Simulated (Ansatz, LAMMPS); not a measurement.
# Elastic response of amorphous 29Ga2O3-71GeO2 (mol %) (86 atoms), part 3 of 4

Aim: relax amorphous 29Ga2O3-71GeO2 (mol %) (86 atoms), then change its volume and shape to read moduli from the stress.

Ansatz 0.2.0; Kohn-Sham DFT, PBE, PAW (set soft_2), plane waves.

The cell: 14 Ga, 17 Ge and 55 O. The quench rate of 100 K/ps is many orders above laboratory rates. The starting topology of bonds comes from the classical model. Only the Γ point is sampled.

So far. Step 2 (Single point at the start): The r.m.s. force at the start is 0.83 eV/Å. Step 3 (Cell and atoms relaxed): The relaxation converged after 27 steps, with a largest force component of 0.020 eV/Å.

### 5. Volume -3 %

The relaxed cell is scaled evenly and the atoms are relaxed again; the stress at the end gives one point of P(V).

Contents of input.yaml:

```yaml
crystal:
  lattice:
    - [10.49869, 0.04236, 0.33871]
    - [0.04236, 10.54338, 0.03884]
    - [0.33871, 0.03884, 10.41939]
  atoms:
    [... the 86 atom lines of step 4 ...]
kpoints:
  mp_grid: { grid: [1, 1, 1] }
hamiltonian:
  xc: pbe
scf:
  occupations: { method: gaussian, width: 0.025 }
output:
  forces: true
  eigenvalues: true
  stress: true
relax:
  f_tol: 0.05
  max_steps: 70
```

Command:

```console
$ ansatz run input.yaml --threads 4 --pin off --max-ram 8192MiB --backend cpu --events-out ev --progress --plain --runs-dir out
```

Numbers of over 12 decimals in the logs are rounded to 6 here.

The program printed:

```text
Warning: output.stress: scf.convergence.dr2_threshold = 1e-7 eV (the SCF's general default) is looser than the 8.6e-9 eV advised for a printed stress (1e-10 eV for each atom of the cell: 86). What an SCF threshold leaves in a stress goes as its square root, and in the free energy as the threshold itself, and one threshold admits the most on a small cell: [...]
[...]
Crystal: 86 atoms, lattice volume = 1152.097 Å³
Basis set: ecut = 420 eV, 22525 PW (Γ), exchange–correlation on 144×144×144 points (8 copies of the dense FFT grid, shifted against one another)
Bands: 461, of which v1, the nominal top of the filled ones, is band 375 counted from 1 (374 counted from 0)
Symmetry: 1 space group operations
[...]
k-points: 1
[...]
SCF iter   1: F=—  HF=-157184.140020 eV  |F-HF|=—  |Δ(HF+E_count)|=         —  Δρ=2.45e-3  dr2=8.82e-2  ethr=1.77e-3  ⟨swp⟩=6.0  Hψ=1694  notcnv=0  defer=49
[...]
SCF iter   6: F=-157184.144315 eV  HF=-157184.144311 eV  |F-HF|=3.66e-6  |Δ(HF+E_count)|=   3.20e-6  Δρ=2.90e-5  dr2=1.00e-5  ethr=8.33e-9  ⟨swp⟩=9.0  Hψ=2292  notcnv=0
SCF 1 converged in 6 iterations: F = -157184.144315 eV  dr2 = 1.00e-5
[...]
relax step   1: F+E_penalty+E_count = -157184.14431474 eV  Δ(F+E_penalty+E_count) = +0.000e0 eV  max|allowed force component| = 3.955e-1 eV/Å  Δτ_max = 0.0000 Å  (6 SCF iters, dr2 threshold 6.25e-5 eV, accepted)
[...]
relax step   2: F+E_penalty+E_count = -157184.34018133 eV  Δ(F+E_penalty+E_count) = -1.959e-1 eV  max|allowed force component| = 1.984e-1 eV/Å  Δτ_max = 0.0471 Å  (7 SCF iters, dr2 threshold 9.78e-6 eV, accepted)
[...]
relax step   3: F+E_penalty+E_count = -157184.43996969 eV  Δ(F+E_penalty+E_count) = -9.979e-2 eV  max|allowed force component| = 1.034e-1 eV/Å  Δτ_max = 0.0468 Å  (9 SCF iters, accepted)
relax step   4: F+E_penalty+E_count = -157184.37103258 eV  Δ(F+E_penalty+E_count) = +6.894e-2 eV  max|allowed force component| = 3.390e-1 eV/Å  Δτ_max = 0.2000 Å  (9 SCF iters, dr2 threshold 2.69e-6 eV, rejected (line search))
relax step   5: F+E_penalty+E_count = -157184.46557249 eV  Δ(F+E_penalty+E_count) = -2.560e-2 eV  max|allowed force component| = 5.239e-2 eV/Å  Δτ_max = 0.0831 Å  (10 SCF iters, accepted)
relax step   6: F+E_penalty+E_count = -157184.45287795 eV  Δ(F+E_penalty+E_count) = +1.269e-2 eV  max|allowed force component| = 4.352e-1 eV/Å  Δτ_max = 0.0482 Å  (9 SCF iters, rejected (line search))
relax step   7: F+E_penalty+E_count = -157184.46819969 eV  Δ(F+E_penalty+E_count) = -2.627e-3 eV  max|allowed force component| = 5.290e-2 eV/Å  Δτ_max = 0.0163 Å  (9 SCF iters, accepted)
[...]
relax step   8: F+E_penalty+E_count = -157184.46948250 eV  Δ(F+E_penalty+E_count) = -1.283e-3 eV  max|allowed force component| = 3.111e-2 eV/Å  Δτ_max = 0.0245 Å  (8 SCF iters, accepted)
SCF converged after 8 iterations
Free energy (F): -157184.469483 eV
[...]
Internal energy: -157184.469483 eV  (E = F + TS)
E sigma→0 (E₀):  -157184.469483 eV
Fermi energy:    5.833674 eV
[...]
--- Forces (eV/Å), atoms counted from 1 ---
  atom   1  Ga     0.02077098     0.03110586     0.01869515
  atom   2  Ga     0.01213389    -0.00216981     0.00574263
  atom   3  Ga     0.00247487     0.01200380    -0.00177363
  atom   4  Ga    -0.00492567    -0.00053899    -0.01101652
  atom   5  Ga    -0.00175558    -0.00105665     0.00057149
  atom   6  Ga    -0.00152029     0.01603617     0.00156981
  atom   7  Ga    -0.01101719    -0.01221389     0.00160229
  atom   8  Ga     0.00528343    -0.00633046    -0.00356332
  atom   9  Ga     0.00068704     0.00001220    -0.00150404
  atom  10  Ga     0.00691605    -0.00606815     0.00798944
  atom  11  Ga    -0.00525560     0.01098311     0.00109422
  atom  12  Ga    -0.00392346    -0.01373637     0.00270251
  atom  13  Ga     0.02691103     0.00235532    -0.01926511
  atom  14  Ga    -0.01477440     0.00549098    -0.00037851
[...]
atom  85  O      0.00864815    -0.00017900     0.00420210
  atom  86  O      0.00139854     0.00424281     0.00122553
  max |Σ_I F_I| component: 6.17e-5 eV/Å
--- Stress (GPa, compression-positive) ---
        1.457025       0.001074       0.240305
        0.001074       1.531026      -0.136749
        0.240304      -0.136749       1.886559
  P = ⅓ Tr σ = 1.6249 GPa (16.249 kbar)
--- Band table (eV) ---
[...]
--- Relaxed structure (8 steps of the walk, 6 accepted, 0 SCFs on fresh bases) ---
  F+E_penalty+E_count = -157184.46948250 eV   max|allowed force component| = 3.111e-2 eV/Å
  atoms:
    - { symbol: Ga, position: [0.034845, 0.937836, 0.842547] }
    - { symbol: Ga, position: [0.074085, 0.201362, 0.548404] }
    - { symbol: Ga, position: [0.787886, 0.090298, 0.895103] }
    - { symbol: Ga, position: [0.976606, 0.149359, 0.109973] }
[...]
- { symbol: O, position: [0.609376, 0.565204, 0.229347] }
```

Wall time 1.9 min (4 threads of Intel Xeon Platinum 8259CL at 2.50GHz (Skylake/Cascade Lake), shared host); peak memory 1.8 GiB; 7.1 min of CPU time.

The program notes that the SCF threshold is loose for the stress.

The relaxation converged after 8 steps, 0.325 eV below its start, with a largest force component of 0.031 eV/Å.

Volume -3 %: the energy stands 0.176 eV above that of the reference, at a pressure of 1.62 GPa.

### 6. Volume +3 %

The relaxed cell is scaled to another volume.

Input and log are left out; they have the form of those shown for this kind of step.

It took 2.2 min on 4 threads of Intel Xeon Platinum 8259CL at 2.50GHz (Skylake/Cascade Lake), shared host; peak memory 1.9 GiB; 8.2 min of CPU time.

The relaxation converged after 9 steps, 0.291 eV below its start, with a largest force component of 0.025 eV/Å.

Volume +3 %: the energy stands 0.163 eV above that of the reference, at a pressure of -1.33 GPa.

### 7. Volume -6 %

The relaxed cell is scaled to another volume.

Input and log are left out; they have the form of those shown for this kind of step.

Wall time 1.9 min (4 threads of Intel Xeon Platinum 8259CL at 2.50GHz (Skylake/Cascade Lake), shared host); peak memory 1.8 GiB; 7 min of CPU time.

The relaxation converged after 8 steps, 1.39 eV below its start, with a largest force component of 0.025 eV/Å.

Volume -6 %: the energy stands 0.731 eV above that of the reference, at a pressure of 3.43 GPa.

### 8. Volume +6 %

The relaxed cell is scaled to another volume.

input.yaml, the sections that differ from step 5:

```yaml
crystal:
  lattice:
    - [10.81384, 0.04363, 0.34888]
    - [0.04363, 10.85987, 0.04001]
    - [0.34888, 0.04001, 10.73216]
  atoms:
    [... the 86 atom lines of step 4 ...]
# kpoints, hamiltonian, scf, output, relax: as in step 5
```

The program printed:

```text
[...]
Crystal: 86 atoms, lattice volume = 1258.993 Å³
Basis set: ecut = 420 eV, 24617 PW (Γ), exchange–correlation on 150×150×144 points (8 copies of the dense FFT grid, shifted against one another)
Bands: 461, of which v1, the nominal top of the filled ones, is band 375 counted from 1 (374 counted from 0)
Symmetry: 1 space group operations
[...]
k-points: 1
[...]
SCF iter   1: F=—  HF=-157182.978179 eV  |F-HF|=—  |Δ(HF+E_count)|=         —  Δρ=2.57e-3  dr2=1.02e-1  ethr=1.77e-3  ⟨swp⟩=6.0  Hψ=1691  notcnv=0  defer=64
[...]
SCF iter   5: F=—  HF=-157182.956947 eV  |F-HF|=—  |Δ(HF+E_count)|=   5.96e-5  Δρ=1.32e-4  dr2=2.07e-4  ethr=7.33e-8  ⟨swp⟩=2.0  Hψ=746  notcnv=0  defer=82
SCF iter   6: F=-157182.956950 eV  HF=-157182.956949 eV  |F-HF|=1.45e-6  |Δ(HF+E_count)|=   2.05e-6  Δρ=3.65e-5  dr2=1.54e-5  ethr=8.33e-9  ⟨swp⟩=8.0  Hψ=2212  notcnv=0
SCF 1 converged in 6 iterations: F = -157182.956950 eV  dr2 = 1.54e-5
[...]
relax step   1: F+E_penalty+E_count = -157182.95695021 eV  Δ(F+E_penalty+E_count) = +0.000e0 eV  max|allowed force component| = 6.505e-1 eV/Å  Δτ_max = 0.0000 Å  (6 SCF iters, dr2 threshold 6.25e-5 eV, accepted)
[...]
relax step   2: F+E_penalty+E_count = -157183.60477471 eV  Δ(F+E_penalty+E_count) = -6.478e-1 eV  max|allowed force component| = 3.312e-1 eV/Å  Δτ_max = 0.0914 Å  (7 SCF iters, dr2 threshold 2.64e-5 eV, accepted)
[...]
relax step   3: F+E_penalty+E_count = -157183.92902733 eV  Δ(F+E_penalty+E_count) = -3.243e-1 eV  max|allowed force component| = 1.713e-1 eV/Å  Δτ_max = 0.0828 Å  (8 SCF iters, dr2 threshold 6.86e-6 eV, accepted)
relax step   4: F+E_penalty+E_count = -157184.00734193 eV  Δ(F+E_penalty+E_count) = -7.831e-2 eV  max|allowed force component| = 3.468e-1 eV/Å  Δτ_max = 0.2000 Å  (8 SCF iters, dr2 threshold 7.61e-6 eV, accepted)
relax step   5: F+E_penalty+E_count = -157184.05127470 eV  Δ(F+E_penalty+E_count) = -4.393e-2 eV  max|allowed force component| = 2.159e-1 eV/Å  Δτ_max = 0.0429 Å  (6 SCF iters, dr2 threshold 3.22e-5 eV, accepted)
relax step   6: F+E_penalty+E_count = -157184.04585503 eV  Δ(F+E_penalty+E_count) = +5.420e-3 eV  max|allowed force component| = 1.719e-1 eV/Å  Δτ_max = 0.2000 Å  (7 SCF iters, dr2 threshold 1.81e-5 eV, rejected (line search))
relax step   7: F+E_penalty+E_count = -157184.06413419 eV  Δ(F+E_penalty+E_count) = -1.286e-2 eV  max|allowed force component| = 1.846e-1 eV/Å  Δτ_max = 0.1000 Å  (9 SCF iters, accepted)
relax step   8: F+E_penalty+E_count = -157184.03869640 eV  Δ(F+E_penalty+E_count) = +2.544e-2 eV  max|allowed force component| = 3.952e-1 eV/Å  Δτ_max = 0.1000 Å  (7 SCF iters, dr2 threshold 1.32e-5 eV, rejected (line search))
relax step   9: F+E_penalty+E_count = -157184.07655493 eV  Δ(F+E_penalty+E_count) = -1.242e-2 eV  max|allowed force component| = 7.306e-2 eV/Å  Δτ_max = 0.0476 Å  (10 SCF iters, accepted)
[...]
relax step  10: F+E_penalty+E_count = -157184.07856993 eV  Δ(F+E_penalty+E_count) = -2.015e-3 eV  max|allowed force component| = 3.232e-2 eV/Å  Δτ_max = 0.0500 Å  (9 SCF iters, accepted)
SCF converged after 9 iterations
Free energy (F): -157184.078570 eV
[...]
Internal energy: -157184.078570 eV  (E = F + TS)
E sigma→0 (E₀):  -157184.078570 eV
Fermi energy:    4.661611 eV
[...]
Σ components = -157184.078570   (vs F -157184.078570, Δ=0.00e0)
--- Forces (eV/Å), atoms counted from 1 ---
  atom   1  Ga    -0.00029282    -0.00043977    -0.02564884
  atom   2  Ga    -0.00785750    -0.00789744     0.00538769
  atom   3  Ga     0.00762526    -0.01389898     0.02220690
  atom   4  Ga     0.01557691     0.01437568     0.00210635
[...]
atom  86  O      0.01273437     0.00693884     0.00107621
  max |Σ_I F_I| component: 5.30e-5 eV/Å
--- Stress (GPa, compression-positive) ---
       -2.100199       0.138559      -0.417869
        0.138559      -2.149193       0.256098
       -0.417869       0.256098      -2.915349
  P = ⅓ Tr σ = -2.3882 GPa (-23.882 kbar)
--- Band table (eV) ---
[...]
--- Relaxed structure (10 steps of the walk, 8 accepted, 0 SCFs on fresh bases) ---
  F+E_penalty+E_count = -157184.07856993 eV   max|allowed force component| = 3.232e-2 eV/Å
  atoms:
    - { symbol: Ga, position: [0.0089159, 0.937599, 0.860802] }
    - { symbol: Ga, position: [0.084496, 0.196797, 0.532125] }
    - { symbol: Ga, position: [0.776226, 0.093394, 0.896810] }
    - { symbol: Ga, position: [0.969658, 0.156261, 0.095110] }
[...]
- { symbol: O, position: [0.619506, 0.574507, 0.230155] }
```

Run time: 2.5 min. Hardware: 4 threads; peak memory 2 GiB.

The relaxation converged after 10 steps, 1.12 eV below its start, with a largest force component of 0.032 eV/Å.

Volume +6 %: the energy stands 0.567 eV above that of the reference, at a pressure of -2.39 GPa.

### 9. Volume -10 %

The relaxed cell is scaled to another volume.

Input and log are left out; they have the form of those shown for this kind of step.

The job ended after 3.9 min (4 threads of Intel Xeon Platinum 8259CL at 2.50GHz (Skylake/Cascade Lake), shared host; peak memory 1.8 GiB).

The relaxation converged after 17 steps, 4.34 eV below its start, with a largest force component of 0.047 eV/Å.

Volume -10 %: the energy stands 2.06 eV above that of the reference, at a pressure of 5.60 GPa.

### 10. Stretched by 1 % along x

The relaxed cell is strained along x alone, which gives the stiffness along x and its coupling to y and z.

input.yaml, the sections that differ from step 8:

```yaml
crystal:
  lattice:
    - [10.71189, 0.04279, 0.34217]
    - [0.04322, 10.65097, 0.03924]
    - [0.34559, 0.03924, 10.52572]
  atoms:
    [... the 86 atom lines of step 4 ...]
# kpoints, hamiltonian, scf, output, relax: as in step 8
```

The program printed:

```text
[...]
Crystal: 86 atoms, lattice volume = 1199.606 Å³
Basis set: ecut = 420 eV, 23453 PW (Γ), exchange–correlation on 144×144×144 points (8 copies of the dense FFT grid, shifted against one another)
Bands: 461, of which v1, the nominal top of the filled ones, is band 375 counted from 1 (374 counted from 0)
Symmetry: 1 space group operations
[...]
k-points: 1
[...]
SCF iter   1: F=—  HF=-157184.556157 eV  |F-HF|=—  |Δ(HF+E_count)|=         —  Δρ=2.46e-3  dr2=9.27e-2  ethr=1.77e-3  ⟨swp⟩=6.0  Hψ=1783  notcnv=0  defer=55
[...]
SCF iter   6: F=-157184.553247 eV  HF=-157184.553243 eV  |F-HF|=3.95e-6  |Δ(HF+E_count)|=   1.26e-7  Δρ=3.13e-5  dr2=1.17e-5  ethr=8.33e-9  ⟨swp⟩=9.0  Hψ=2137  notcnv=0
SCF 1 converged in 6 iterations: F = -157184.553247 eV  dr2 = 1.17e-5
[...]
relax step   1: F+E_penalty+E_count = -157184.55324734 eV  Δ(F+E_penalty+E_count) = +0.000e0 eV  max|allowed force component| = 3.206e-1 eV/Å  Δτ_max = 0.0000 Å  (6 SCF iters, dr2 threshold 6.25e-5 eV, accepted)
[...]
relax step   2: F+E_penalty+E_count = -157184.59410953 eV  Δ(F+E_penalty+E_count) = -4.086e-2 eV  max|allowed force component| = 1.591e-1 eV/Å  Δτ_max = 0.0212 Å  (6 SCF iters, dr2 threshold 6.43e-6 eV, accepted)
[...]
relax step   3: F+E_penalty+E_count = -157184.61203688 eV  Δ(F+E_penalty+E_count) = -1.793e-2 eV  max|allowed force component| = 3.827e-2 eV/Å  Δτ_max = 0.0203 Å  (8 SCF iters, accepted)
SCF converged after 8 iterations
Free energy (F): -157184.612037 eV
[...]
Internal energy: -157184.612037 eV  (E = F + TS)
E sigma→0 (E₀):  -157184.612037 eV
Fermi energy:    5.292679 eV
[...]
--- Forces (eV/Å), atoms counted from 1 ---
  atom   1  Ga     0.01362431    -0.01732736    -0.00821821
  atom   2  Ga     0.00198049    -0.00672214     0.02153850
  atom   3  Ga     0.00138810     0.01702942    -0.00542319
  atom   4  Ga    -0.02221321    -0.00168751    -0.01855190
  atom   5  Ga     0.00419456     0.00354247     0.01435668
  atom   6  Ga    -0.02031830    -0.00457266    -0.00027803
  atom   7  Ga    -0.01735233    -0.01320797    -0.02540785
  atom   8  Ga    -0.03037255     0.03826749    -0.01828818
  atom   9  Ga    -0.01456831    -0.01999022     0.00459789
  atom  10  Ga     0.01988600     0.00367291    -0.01066707
  atom  11  Ga    -0.00057965    -0.01759715     0.01325756
  atom  12  Ga     0.01973234     0.00425371     0.03572903
  atom  13  Ga     0.01552587    -0.00366930    -0.00700614
  atom  14  Ga    -0.00429675    -0.01731209     0.00074662
[...]
atom  85  O      0.00978881    -0.01168015     0.00550790
  atom  86  O      0.01703830     0.02173795     0.00274175
  max |Σ_I F_I| component: 2.69e-5 eV/Å
--- Stress (GPa, compression-positive) ---
       -0.947545       0.019063      -0.129960
        0.019064      -0.339680       0.017144
       -0.129960       0.017144      -0.343297
  P = ⅓ Tr σ = -0.5435 GPa (-5.435 kbar)
--- Band table (eV) ---
[...]
--- Relaxed structure (3 steps of the walk, 3 accepted, 0 SCFs on fresh bases) ---
  F+E_penalty+E_count = -157184.61203688 eV   max|allowed force component| = 3.827e-2 eV/Å
  atoms:
    - { symbol: Ga, position: [0.025664, 0.938410, 0.848284] }
    - { symbol: Ga, position: [0.078895, 0.198653, 0.541865] }
    - { symbol: Ga, position: [0.784879, 0.090627, 0.896002] }
    - { symbol: Ga, position: [0.974088, 0.152346, 0.103749] }
[...]
- { symbol: O, position: [0.611458, 0.565403, 0.229598] }
```

Wall time 43 s (4 threads); peak memory 1.9 GiB; 2.6 min of CPU time.

The relaxation converged after 3 steps, 0.0588 eV below its start, with a largest force component of 0.038 eV/Å.

Stretched by 1 % along x: the energy stands 0.0336 eV above that of the reference, at a pressure of -0.544 GPa.

### 11. Compressed by 1 % along x

The relaxed cell is strained along x alone, which gives the stiffness along x and its coupling to y and z.

input.yaml, the sections that differ from step 10:

```yaml
crystal:
  lattice:
    - [10.49977, 0.04279, 0.34217]
    - [0.04236, 10.65097, 0.03924]
    - [0.33875, 0.03924, 10.52572]
  atoms:
    [... the 86 atom lines of step 4 ...]
# kpoints, hamiltonian, scf, output, relax: as in step 10
```

The program printed:

```text
[...]
Crystal: 86 atoms, lattice volume = 1175.851 Å³
Basis set: ecut = 420 eV, 22995 PW (Γ), exchange–correlation on 144×144×144 points (8 copies of the dense FFT grid, shifted against one another)
Bands: 461, of which v1, the nominal top of the filled ones, is band 375 counted from 1 (374 counted from 0)
Symmetry: 1 space group operations
[...]
k-points: 1
[...]
SCF iter   1: F=—  HF=-157184.543589 eV  |F-HF|=—  |Δ(HF+E_count)|=         —  Δρ=2.45e-3  dr2=8.87e-2  ethr=1.77e-3  ⟨swp⟩=6.0  Hψ=1690  notcnv=0  defer=48
[...]
SCF iter   6: F=-157184.547605 eV  HF=-157184.547601 eV  |F-HF|=3.47e-6  |Δ(HF+E_count)|=   4.20e-6  Δρ=3.02e-5  dr2=1.09e-5  ethr=8.33e-9  ⟨swp⟩=10.0  Hψ=2197  notcnv=0
SCF 1 converged in 6 iterations: F = -157184.547605 eV  dr2 = 1.09e-5
[...]
relax step   1: F+E_penalty+E_count = -157184.54760450 eV  Δ(F+E_penalty+E_count) = +0.000e0 eV  max|allowed force component| = 3.441e-1 eV/Å  Δτ_max = 0.0000 Å  (6 SCF iters, dr2 threshold 6.25e-5 eV, accepted)
[...]
relax step   2: F+E_penalty+E_count = -157184.59212074 eV  Δ(F+E_penalty+E_count) = -4.452e-2 eV  max|allowed force component| = 1.734e-1 eV/Å  Δτ_max = 0.0235 Å  (6 SCF iters, dr2 threshold 7.40e-6 eV, accepted)
[...]
relax step   3: F+E_penalty+E_count = -157184.61131356 eV  Δ(F+E_penalty+E_count) = -1.919e-2 eV  max|allowed force component| = 4.281e-2 eV/Å  Δτ_max = 0.0206 Å  (8 SCF iters, accepted)
SCF converged after 8 iterations
Free energy (F): -157184.611314 eV
[...]
Internal energy: -157184.611314 eV  (E = F + TS)
E sigma→0 (E₀):  -157184.611314 eV
Fermi energy:    5.554269 eV
[...]
--- Forces (eV/Å), atoms counted from 1 ---
  atom   1  Ga    -0.01792407     0.01420714     0.00612902
  atom   2  Ga     0.00261790     0.00648690    -0.02414472
  atom   3  Ga     0.00130333    -0.00901042     0.00384817
  atom   4  Ga     0.02381128     0.00354541     0.01973796
  atom   5  Ga    -0.00005761    -0.00977123    -0.01342809
  atom   6  Ga     0.02399309     0.00504335     0.00138721
  atom   7  Ga     0.01928632     0.01363278     0.02806466
  atom   8  Ga     0.02881619    -0.04281304     0.01787169
  atom   9  Ga     0.00703838     0.01873720    -0.00532078
  atom  10  Ga    -0.02345808    -0.00516923     0.01239770
  atom  11  Ga     0.00335214     0.01511808    -0.01423166
  atom  12  Ga    -0.02082971    -0.00790399    -0.03257616
  atom  13  Ga    -0.02136588     0.01108195     0.00711479
  atom  14  Ga     0.00234164     0.01572172    -0.00214240
[...]
atom  85  O     -0.00520819     0.00876177    -0.00310130
  atom  86  O     -0.01908121    -0.01842410    -0.00087505
  max |Σ_I F_I| component: 3.98e-5 eV/Å
--- Stress (GPa, compression-positive) ---
        1.004521      -0.002941       0.139784
       -0.002941       0.371425      -0.019021
        0.139784      -0.019021       0.375440
  P = ⅓ Tr σ = 0.5838 GPa (5.838 kbar)
--- Band table (eV) ---
[...]
--- Relaxed structure (3 steps of the walk, 3 accepted, 0 SCFs on fresh bases) ---
  F+E_penalty+E_count = -157184.61131356 eV   max|allowed force component| = 4.281e-2 eV/Å
  atoms:
    - { symbol: Ga, position: [0.030600, 0.938012, 0.847561] }
    - { symbol: Ga, position: [0.076009, 0.200101, 0.543807] }
    - { symbol: Ga, position: [0.785517, 0.089720, 0.896361] }
    - { symbol: Ga, position: [0.975125, 0.151134, 0.105070] }
[...]
- { symbol: O, position: [0.609797, 0.565052, 0.228460] }
```

It took 42 s on 4 threads; peak memory 1.9 GiB; 2.6 min of CPU time.

The relaxation converged after 3 steps, 0.0637 eV below its start, with a largest force component of 0.043 eV/Å.

Compressed by 1 % along x: the energy stands 0.0343 eV above that of the reference, at a pressure of 0.584 GPa.

(Part 3 of 4 ends here.)

[Logs are printed without paths, hosts, clocks, repeated set-up lines and the standing remarks that a program may print on its own settings, such as how far it seeks lower states.]

[Hosts, paths, dates, database ids (printed as entryN), source tags and the programs' standing remarks are cut or masked in the printed files.]
